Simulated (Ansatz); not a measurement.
# Quasi-harmonic thermodynamics of Rh (Rhodium, Fm-3m), part 2 of 2

How much does Rhodium expand with temperature?

Ansatz 0.2.0; DFT LDA, scalar-relativistic, plane waves, PAW (the session's first sound run).

So far, isothermal bulk modulus at 298 K (GPa): step 6 (phonons on strained cells, k-mesh 21×21×21, functional LDA) 304.

The database entry behind the starting cell differs from later determinations by our own check (an axis about 0.2 % short against later determinations), so it need not match the best structure at ambient conditions.

### 7. Phonons on strained cells, k-mesh 20×20×20, q-mesh 4×4×4

Thermal expansion follows from how the free energy of the vibrations (and of the electrons in a metal) changes with strain, so the program makes strained cells, their phonons and a fit in one run.

input.yaml reads:

```yaml
crystal:
  lattice:
    - [0.0, 1.8766688955, 1.8766688955]
    - [1.8766688955, 0.0, 1.8766688955]
    - [1.8766688955, 1.8766688955, 0.0]
  atoms:
    - { symbol: Rh, position: [0.0, 0.0, 0.0] }
kpoints:
  mp_grid: { grid: [20, 20, 20] }
hamiltonian:
  xc: lda
scf:
  occupations: { method: methfessel_paxton, width: 0.2 }
output:
  eigenvalues: true
phonons:
  method: dfpt
  qmesh: [4, 4, 4]
  temperatures: { t_max: 1200.0, t_step: 50 }
  thermal_expansion: {}
```

The run is started by

```
> ansatz run input.yaml --threads 4 --pin off --max-ram 8192MiB --backend cpu --events-out ev --progress --plain --runs-dir out
```

Wall time 16 min (4 threads of Arm Neoverse V1, shared host); peak memory 4 GiB; 62 min of CPU time.

Numbers from this step:

```
pressure                                         : -0.01211 GPa
volume expansion coefficient at 298 K            : 22.87 1e-6/K
C_P at 298 K                                     : 24.58 J/mol-atom/K
entropy at 298 K                                 : 30.88 J/mol-atom/K
isothermal bulk modulus at 298 K                 : 305.1 GPa
Grüneisen parameter at 298 K                     : 2.313
principal linear expansion coefficients at 298 K : 7.623, 7.623, 7.623 1e-6/K
```

Strained cells of the study; zero-point energy where phonons were solved; the pressures are stresses at a fixed cutoff and can carry an offset from the finite basis. Expansion cells, by row:

| cell | \|a\| (Å) | \|b\| (Å) | \|c\| (Å) | V (Å³/atom) | E - E_lowest (meV/atom) | pressure, compression positive (GPa) | gap (eV) | zero-point energy (meV/atom) |
| --- | --- | --- | --- | --- | --- | --- | --- | --- |
| 1 | 2.654 | 2.654 | 2.654 | 13.22 | 0 | -0.046 | - | - |
| 2 | 2.675 | 2.675 | 2.675 | 13.54 | 7.347 | -7.206 | - | - |
| 3 | 2.633 | 2.633 | 2.633 | 12.91 | 7.666 | 8.034 | - | - |
| 4 | 2.654 | 2.654 | 2.654 | 13.22 | 0.002 | -0.127 | - | 34.23 |
| 5 | 2.668 | 2.668 | 2.668 | 13.42 | 3.012 | -4.705 | - | 33.02 |
| 6 | 2.68 | 2.68 | 2.68 | 13.6 | 10.58 | -8.554 | - | 31.94 |
| 7 | 2.692 | 2.692 | 2.692 | 13.8 | 23.29 | -12.32 | - | 30.81 |
| 8 | 2.628 | 2.628 | 2.628 | 12.83 | 11.88 | 10.13 | - | - |
| 9 | 2.641 | 2.641 | 2.641 | 13.03 | 2.872 | 4.812 | - | - |
| 10 | 2.712 | 2.712 | 2.712 | 14.1 | 51.04 | -17.44 | - | - |

Quasi-harmonic; a, b, c are the run's own cell vectors. Expansion, by row:

| T (K) | a (Å) | b (Å) | c (Å) | alpha (deg) | beta (deg) | gamma (deg) | cell volume (Å³/cell) | alpha_a (1e-6/K) | alpha_b (1e-6/K) | alpha_c (1e-6/K) | alpha_V (1e-6/K) | C_P (J/mol-atom/K) | C_V (J/mol-atom/K) | S (J/mol-atom/K) | B_T (GPa) | B_S (GPa) | Grueneisen | extrapolation | fit error (1e-6/K) |
| --- | --- | --- | --- | --- | --- | --- | --- | --- | --- | --- | --- | --- | --- | --- | --- | --- | --- | --- | --- |
| 0 | 2.657 | 2.657 | 2.657 | 60 | 60 | 60 | 13.26 | 0 | 0 | 0 | 0 | 0 | 0 | 0 | 314.8 | 314.8 | - | 0 | 0 |
| 50 | 2.657 | 2.657 | 2.657 | 60 | 60 | 60 | 13.26 | 1.34 | 1.34 | 1.34 | 4.02 | 4.712 | 4.71 | 1.645 | 314.6 | 314.8 | 2.146 | 0 | 0 |
| 100 | 2.657 | 2.657 | 2.657 | 60 | 60 | 60 | 13.27 | 4.45 | 4.45 | 4.45 | 13.35 | 14.83 | 14.79 | 8.294 | 313.3 | 314.2 | 2.259 | 0 | 0 |
| 150 | 2.658 | 2.658 | 2.658 | 60 | 60 | 60 | 13.28 | 6.05 | 6.05 | 6.05 | 18.16 | 19.87 | 19.75 | 15.39 | 311.4 | 313.4 | 2.29 | 0 | 0 |
| 200 | 2.659 | 2.659 | 2.659 | 60 | 60 | 60 | 13.29 | 6.85 | 6.85 | 6.85 | 20.56 | 22.33 | 22.12 | 21.48 | 309.4 | 312.3 | 2.302 | 0 | 0 |
| 250 | 2.66 | 2.66 | 2.66 | 60 | 60 | 60 | 13.3 | 7.32 | 7.32 | 7.32 | 21.96 | 23.71 | 23.41 | 26.63 | 307.2 | 311.1 | 2.309 | 0 | 0 |
| 298.1 | 2.661 | 2.661 | 2.661 | 60 | 60 | 60 | 13.32 | 7.62 | 7.62 | 7.62 | 22.87 | 24.58 | 24.2 | 30.88 | 305.1 | 309.9 | 2.313 | 0 | 0 |
| 300 | 2.661 | 2.661 | 2.661 | 60 | 60 | 60 | 13.32 | 7.63 | 7.63 | 7.63 | 22.9 | 24.61 | 24.22 | 31.03 | 305 | 309.9 | 2.313 | 0 | 0 |
| 350 | 2.662 | 2.662 | 2.662 | 60 | 60 | 60 | 13.33 | 7.87 | 7.87 | 7.87 | 23.61 | 25.26 | 24.78 | 34.88 | 302.8 | 308.6 | 2.316 | 0 | 0 |
| 400 | 2.663 | 2.663 | 2.663 | 60 | 60 | 60 | 13.35 | 8.06 | 8.06 | 8.06 | 24.19 | 25.77 | 25.21 | 38.29 | 300.6 | 307.3 | 2.319 | 0 | 0 |
| 450 | 2.664 | 2.664 | 2.664 | 60 | 60 | 60 | 13.37 | 8.23 | 8.23 | 8.23 | 24.7 | 26.21 | 25.55 | 41.35 | 298.3 | 305.9 | 2.321 | 0 | 0 |
| 500 | 2.665 | 2.665 | 2.665 | 60 | 60 | 60 | 13.38 | 8.39 | 8.39 | 8.39 | 25.17 | 26.6 | 25.84 | 44.13 | 295.9 | 304.6 | 2.323 | 0 | 0.01 |
| 550 | 2.666 | 2.666 | 2.666 | 60 | 60 | 60 | 13.4 | 8.54 | 8.54 | 8.54 | 25.62 | 26.96 | 26.11 | 46.68 | 293.6 | 303.2 | 2.325 | 0 | 0.01 |
| 600 | 2.667 | 2.667 | 2.667 | 60 | 60 | 60 | 13.42 | 8.69 | 8.69 | 8.69 | 26.06 | 27.31 | 26.35 | 49.04 | 291.2 | 301.8 | 2.327 | 0 | 0.01 |
| 650 | 2.668 | 2.668 | 2.668 | 60 | 60 | 60 | 13.44 | 8.83 | 8.83 | 8.83 | 26.5 | 27.64 | 26.58 | 51.24 | 288.8 | 300.4 | 2.329 | 0 | 0.01 |
| 700 | 2.67 | 2.67 | 2.67 | 60 | 60 | 60 | 13.45 | 8.98 | 8.98 | 8.98 | 26.93 | 27.98 | 26.8 | 53.3 | 286.4 | 298.9 | 2.331 | 0 | 0.01 |
| 750 | 2.671 | 2.671 | 2.671 | 60 | 60 | 60 | 13.47 | 9.12 | 9.12 | 9.12 | 27.37 | 28.31 | 27.02 | 55.24 | 283.9 | 297.5 | 2.333 | 0 | 0.01 |
| 800 | 2.672 | 2.672 | 2.672 | 60 | 60 | 60 | 13.49 | 9.27 | 9.27 | 9.27 | 27.81 | 28.64 | 27.23 | 57.08 | 281.4 | 296 | 2.335 | 0 | 0.01 |
| 850 | 2.673 | 2.673 | 2.673 | 60 | 60 | 60 | 13.51 | 9.42 | 9.42 | 9.42 | 28.27 | 28.98 | 27.44 | 58.83 | 278.8 | 294.5 | 2.337 | 0 | 0.01 |
| 900 | 2.675 | 2.675 | 2.675 | 60 | 60 | 60 | 13.53 | 9.58 | 9.58 | 9.58 | 28.73 | 29.32 | 27.65 | 60.49 | 276.2 | 292.9 | 2.339 | 0 | 0.01 |
| 950 | 2.676 | 2.676 | 2.676 | 60 | 60 | 60 | 13.55 | 9.74 | 9.74 | 9.74 | 29.21 | 29.66 | 27.86 | 62.09 | 273.6 | 291.4 | 2.341 | 0 | 0.01 |
| 1000 | 2.677 | 2.677 | 2.677 | 60 | 60 | 60 | 13.57 | 9.9 | 9.9 | 9.9 | 29.69 | 30.01 | 28.06 | 63.62 | 271 | 289.9 | 2.343 | 0 | 0.01 |
| 1050 | 2.679 | 2.679 | 2.679 | 60 | 60 | 60 | 13.59 | 10.06 | 10.06 | 10.06 | 30.19 | 30.37 | 28.27 | 65.09 | 268.3 | 288.3 | 2.345 | 0 | 0.01 |
| 1100 | 2.68 | 2.68 | 2.68 | 60 | 60 | 60 | 13.61 | 10.23 | 10.23 | 10.23 | 30.7 | 30.72 | 28.47 | 66.51 | 265.6 | 286.7 | 2.347 | 0 | 0.01 |
| 1150 | 2.681 | 2.681 | 2.681 | 60 | 60 | 60 | 13.63 | 10.41 | 10.41 | 10.41 | 31.22 | 31.09 | 28.67 | 67.89 | 262.9 | 285 | 2.35 | 0 | 0.01 |
| 1200 | 2.683 | 2.683 | 2.683 | 60 | 60 | 60 | 13.65 | 10.59 | 10.59 | 10.59 | 31.76 | 31.45 | 28.86 | 69.22 | 260.1 | 283.4 | 2.352 | 0 | 0.01 |

Table of expansion coefficient by temperature; values in 1e-6/K:

| temperature (K) | volume | principal 1 |
| --- | --- | --- |
| 0 | 0 | 0 |
| 50 | 4.02 | 1.34 |
| 100 | 13.3 | 4.45 |
| 150 | 18.2 | 6.05 |
| 200 | 20.6 | 6.85 |
| 250 | 22.0 | 7.32 |
| 298 | 22.9 | 7.62 |
| 300 | 22.9 | 7.63 |
| 350 | 23.6 | 7.87 |
| 400 | 24.2 | 8.06 |
| 450 | 24.7 | 8.23 |
| 500 | 25.2 | 8.39 |
| 550 | 25.6 | 8.54 |
| 600 | 26.1 | 8.69 |
| 650 | 26.5 | 8.83 |
| 700 | 26.9 | 8.98 |
| 750 | 27.4 | 9.12 |
| 800 | 27.8 | 9.27 |
| 850 | 28.3 | 9.42 |
| 900 | 28.7 | 9.58 |
| 950 | 29.2 | 9.74 |
| 1000 | 29.7 | 9.9 |
| 1050 | 30.2 | 10.1 |
| 1100 | 30.7 | 10.2 |
| 1150 | 31.2 | 10.4 |
| 1200 | 31.8 | 10.6 |

Changing the q-mesh (3×3×3 → 4×4×4) and the k-mesh (21×21×21 → 20×20×20) takes the volume expansion at 298 K from 24.1 to 22.9 × 10⁻⁶/K and B_T from 304 to 305 GPa.

### 8. A new level, relaxed again

The functional, the potentials or the cutoff change, so the crystal is relaxed again at the new setting.

This step: DFT PBE, scalar-relativistic, plane waves, PAW (Ansatz 0.2.0).

input.yaml, the sections that differ from step 7:

```yaml
hamiltonian:
  xc: pbe
output:
  forces: true
  stress: true
  eigenvalues: true
relax:
  adjacent_minimum: "off"
  f_tol: 0.001
  max_steps: 60
  cell: { stress_tol: 0.01 }
# crystal, kpoints, scf: as in step 7
# phonons: removed
```

Run time: 5.2 s. Hardware: 4 threads; peak memory 0.33 GiB.

The steps of the relaxation:

| step | energy less that of the first step (eV) | largest force component (eV/Å) | pressure (GPa) | volume (Å³) |
| --- | --- | --- | --- | --- |
| 1 | 0.0000 | 0.0000 | 18.14 | 13.22 |
| 2 | -0.0267 | 0.0000 | -8.98 | 14.59 |
| 3 | -0.0428 | 0.0000 | -1.17 | 14.10 |
| 4 | -0.0431 | 0.0000 | -0.02 | 14.04 |
| 5 | -0.0431 | 0.0000 | 0.00 | 14.04 |
| 6* | -0.0437 | 0.0000 | 0.00 | 14.04 |

Relaxation steps marked * repeat the geometry before them on a plane-wave basis chosen anew for their cell, so energy and pressure can jump there.

| conventional cell, symmetrised | before | after | change |
| --- | --- | --- | --- |
| a (Å) | 3.753 | 3.829 | +2.0 % |
| b (Å) | 3.753 | 3.829 | +2.0 % |
| c (Å) | 3.753 | 3.829 | +2.0 % |
| volume (Å³/atom) | 13.22 | 14.04 | +6.2 % |

The relaxed structure:

```xyz
1
Lattice="0.0000 1.9147 1.9147 1.9147 0.0000 1.9147 1.9147 1.9147 0.0000" Properties=species:S:1:pos:R:3 pbc="T T T"
Rh    0.0000    0.0000    0.0000
```

Numbers from this step:

* pressure: -0.003664 GPa
* volume per atom: 14.04 Å³

The residual pressure is -0.0037 GPa, small enough for phonons.

### 9. Phonons on strained cells, k-mesh 20×20×20, q-mesh 4×4×4 (run 2)

input.yaml, the sections that differ from step 8:

```yaml
crystal:
  lattice:
    - [0.0, 1.9147389546, 1.9147389546]
    - [1.9147389546, 0.0, 1.9147389546]
    - [1.9147389546, 1.9147389546, 0.0]
  atoms:
    - { symbol: Rh, position: [0.0, 0.0, 0.0] }
output:
  eigenvalues: true
phonons:
  method: dfpt
  qmesh: [4, 4, 4]
  temperatures: { t_max: 1200.0, t_step: 50 }
  thermal_expansion: {}
# kpoints, hamiltonian, scf: as in step 8
# relax: removed
```

Elapsed: 18 min, on 4 threads; peak memory 4.1 GiB; 70 min of CPU time.

Changing the level of theory (LDA → PBE) takes the volume expansion at 298 K from 22.9 to 27.9 × 10⁻⁶/K and B_T from 305 to 245 GPa.

### 10. Side by side

Times are for 4 threads of Arm Neoverse V1, shared host. Results by setting:

| no. | functional | cutoff (eV) | k-mesh | q-mesh | method | pressure (GPa) | volume expansion coefficient at 298 K (1e-6/K) | C_P at 298 K (J/mol-atom/K) | isothermal bulk modulus at 298 K (GPa) | time | memory (GiB) |
| --- | --- | --- | --- | --- | --- | --- | --- | --- | --- | --- | --- |
| 1 | lda | 487.2 | 21×21×21 | 3×3×3 | dfpt | 0 | 24.14 | 24.74 | 304.2 | 9.3 min | 2.6 |
| 2 | lda | 487.2 | 20×20×20 | 4×4×4 | dfpt | 0 | 22.87 | 24.58 | 305.1 | 16 min | 4.0 |
| 3 | pbe | 487.2 | 20×20×20 | 4×4×4 | dfpt | 0 | 27.94 | 25.06 | 244.6 | 18 min | 4.1 |

The runs together, line volume. Table of expansion coefficient, volume by temperature; values in 1e-6/K:

| temperature (K) | lda, 487.2, 21×21×21, 3×3×3, dfpt, 0 | lda, 487.2, 20×20×20, 4×4×4, dfpt, 0 | pbe, 487.2, 20×20×20, 4×4×4, dfpt, 0 |
| --- | --- | --- | --- |
| 0 | 0 | 0 | 0 |
| 50 | 4.51 | 4.02 | 6.05 |
| 100 | 14.5 | 13.3 | 17.5 |
| 150 | 19.4 | 18.2 | 22.8 |
| 200 | 21.8 | 20.6 | 25.4 |
| 250 | 23.2 | 22.0 | 26.9 |
| 298 | 24.1 | 22.9 | 27.9 |
| 300 | 24.2 | 22.9 | 28.0 |
| 350 | 24.9 | 23.6 | 28.8 |
| 400 | 25.5 | 24.2 | 29.6 |
| 450 | 26.1 | 24.7 | 30.2 |
| 500 | 26.6 | 25.2 | 30.9 |
| 550 | 27.1 | 25.6 | 31.5 |
| 600 | 27.6 | 26.1 | 32.1 |
| 650 | 28.0 | 26.5 | 32.7 |
| 700 | 28.5 | 26.9 | 33.4 |
| 750 | 29 | 27.4 | 34.0 |
| 800 | 29.5 | 27.8 | 34.7 |
| 850 | 30.0 | 28.3 | 35.4 |
| 900 | 30.5 | 28.7 | 36.1 |
| 950 | 31.1 | 29.2 | 36.8 |
| 1000 | 31.6 | 29.7 | 37.6 |
| 1050 | 32.2 | 30.2 | 38.4 |
| 1100 | 32.8 | 30.7 | 39.2 |
| 1150 | 33.4 | 31.2 | 40.0 |
| 1200 | 34.0 | 31.8 | 40.9 |

The runs together, line C_P. Heat capacity, C_P against temperature; values in J/mol-atom/K:

| temperature (K) | lda, 487.2, 21×21×21, 3×3×3, dfpt, 0 | lda, 487.2, 20×20×20, 4×4×4, dfpt, 0 | pbe, 487.2, 20×20×20, 4×4×4, dfpt, 0 |
| --- | --- | --- | --- |
| 0 | 0 | 0 | 0 |
| 50 | 5.12 | 4.71 | 5.87 |
| 100 | 15.4 | 14.8 | 16.2 |
| 150 | 20.3 | 19.9 | 20.8 |
| 200 | 22.6 | 22.3 | 23.0 |
| 250 | 23.9 | 23.7 | 24.3 |
| 298 | 24.7 | 24.6 | 25.1 |
| 300 | 24.8 | 24.6 | 25.1 |
| 350 | 25.4 | 25.3 | 25.7 |
| 400 | 25.9 | 25.8 | 26.2 |
| 450 | 26.3 | 26.2 | 26.7 |
| 500 | 26.7 | 26.6 | 27.1 |
| 550 | 27.1 | 27.0 | 27.5 |
| 600 | 27.4 | 27.3 | 27.9 |
| 650 | 27.8 | 27.6 | 28.3 |
| 700 | 28.1 | 28.0 | 28.7 |
| 750 | 28.5 | 28.3 | 29.1 |
| 800 | 28.8 | 28.6 | 29.5 |
| 850 | 29.2 | 29.0 | 29.9 |
| 900 | 29.5 | 29.3 | 30.3 |
| 950 | 29.9 | 29.7 | 30.7 |
| 1000 | 30.3 | 30.0 | 31.1 |
| 1050 | 30.6 | 30.4 | 31.6 |
| 1100 | 31.0 | 30.7 | 32.0 |
| 1150 | 31.4 | 31.1 | 32.5 |
| 1200 | 31.8 | 31.5 | 32.9 |

### 11. Outcome

```yaml
settings_of_these_figures: PBE, 487.2 eV, k 20×20×20, q 4×4×4
volume_expansion_coefficient_at_298_k: 27.94 1e-6/K
c_p_at_298_k: 25.06 J/mol-atom/K
entropy_at_298_k: 33.27 J/mol-atom/K
isothermal_bulk_modulus_at_298_k: 244.6 GPa
grueneisen_parameter_at_298_k: 2.373
volume_at_298_k: 14.16 Å³/atom
principal_linear_expansion_coefficients_at_298_k: 9.313, 9.313, 9.313 1e-6/K
```

**Reading.** Near room temperature Rhodium expands by 27.9 × 10⁻⁶/K in volume by PBE, with C_P = 25.1 J/(mol K) per mole of atoms and B_T = 245 GPa. The q-mesh is coarse, and the expansion can converge slowly with it. C_P at room temperature is 100 % of the classical 3R an atom. In this metal the study includes the electrons' free energy, which adds a term that grows with temperature, so the heat capacities need not level off at 3R.

[Logs are printed without paths, hosts, clocks, repeated set-up lines and the standing remarks that a program may print on its own settings, such as how far it seeks lower states.]

[Hosts, paths, dates, database ids (printed as entryN), source tags and the programs' standing remarks are cut or masked in the printed files.]

[A step with changed settings may run another functional than the one named; its input shows which.]
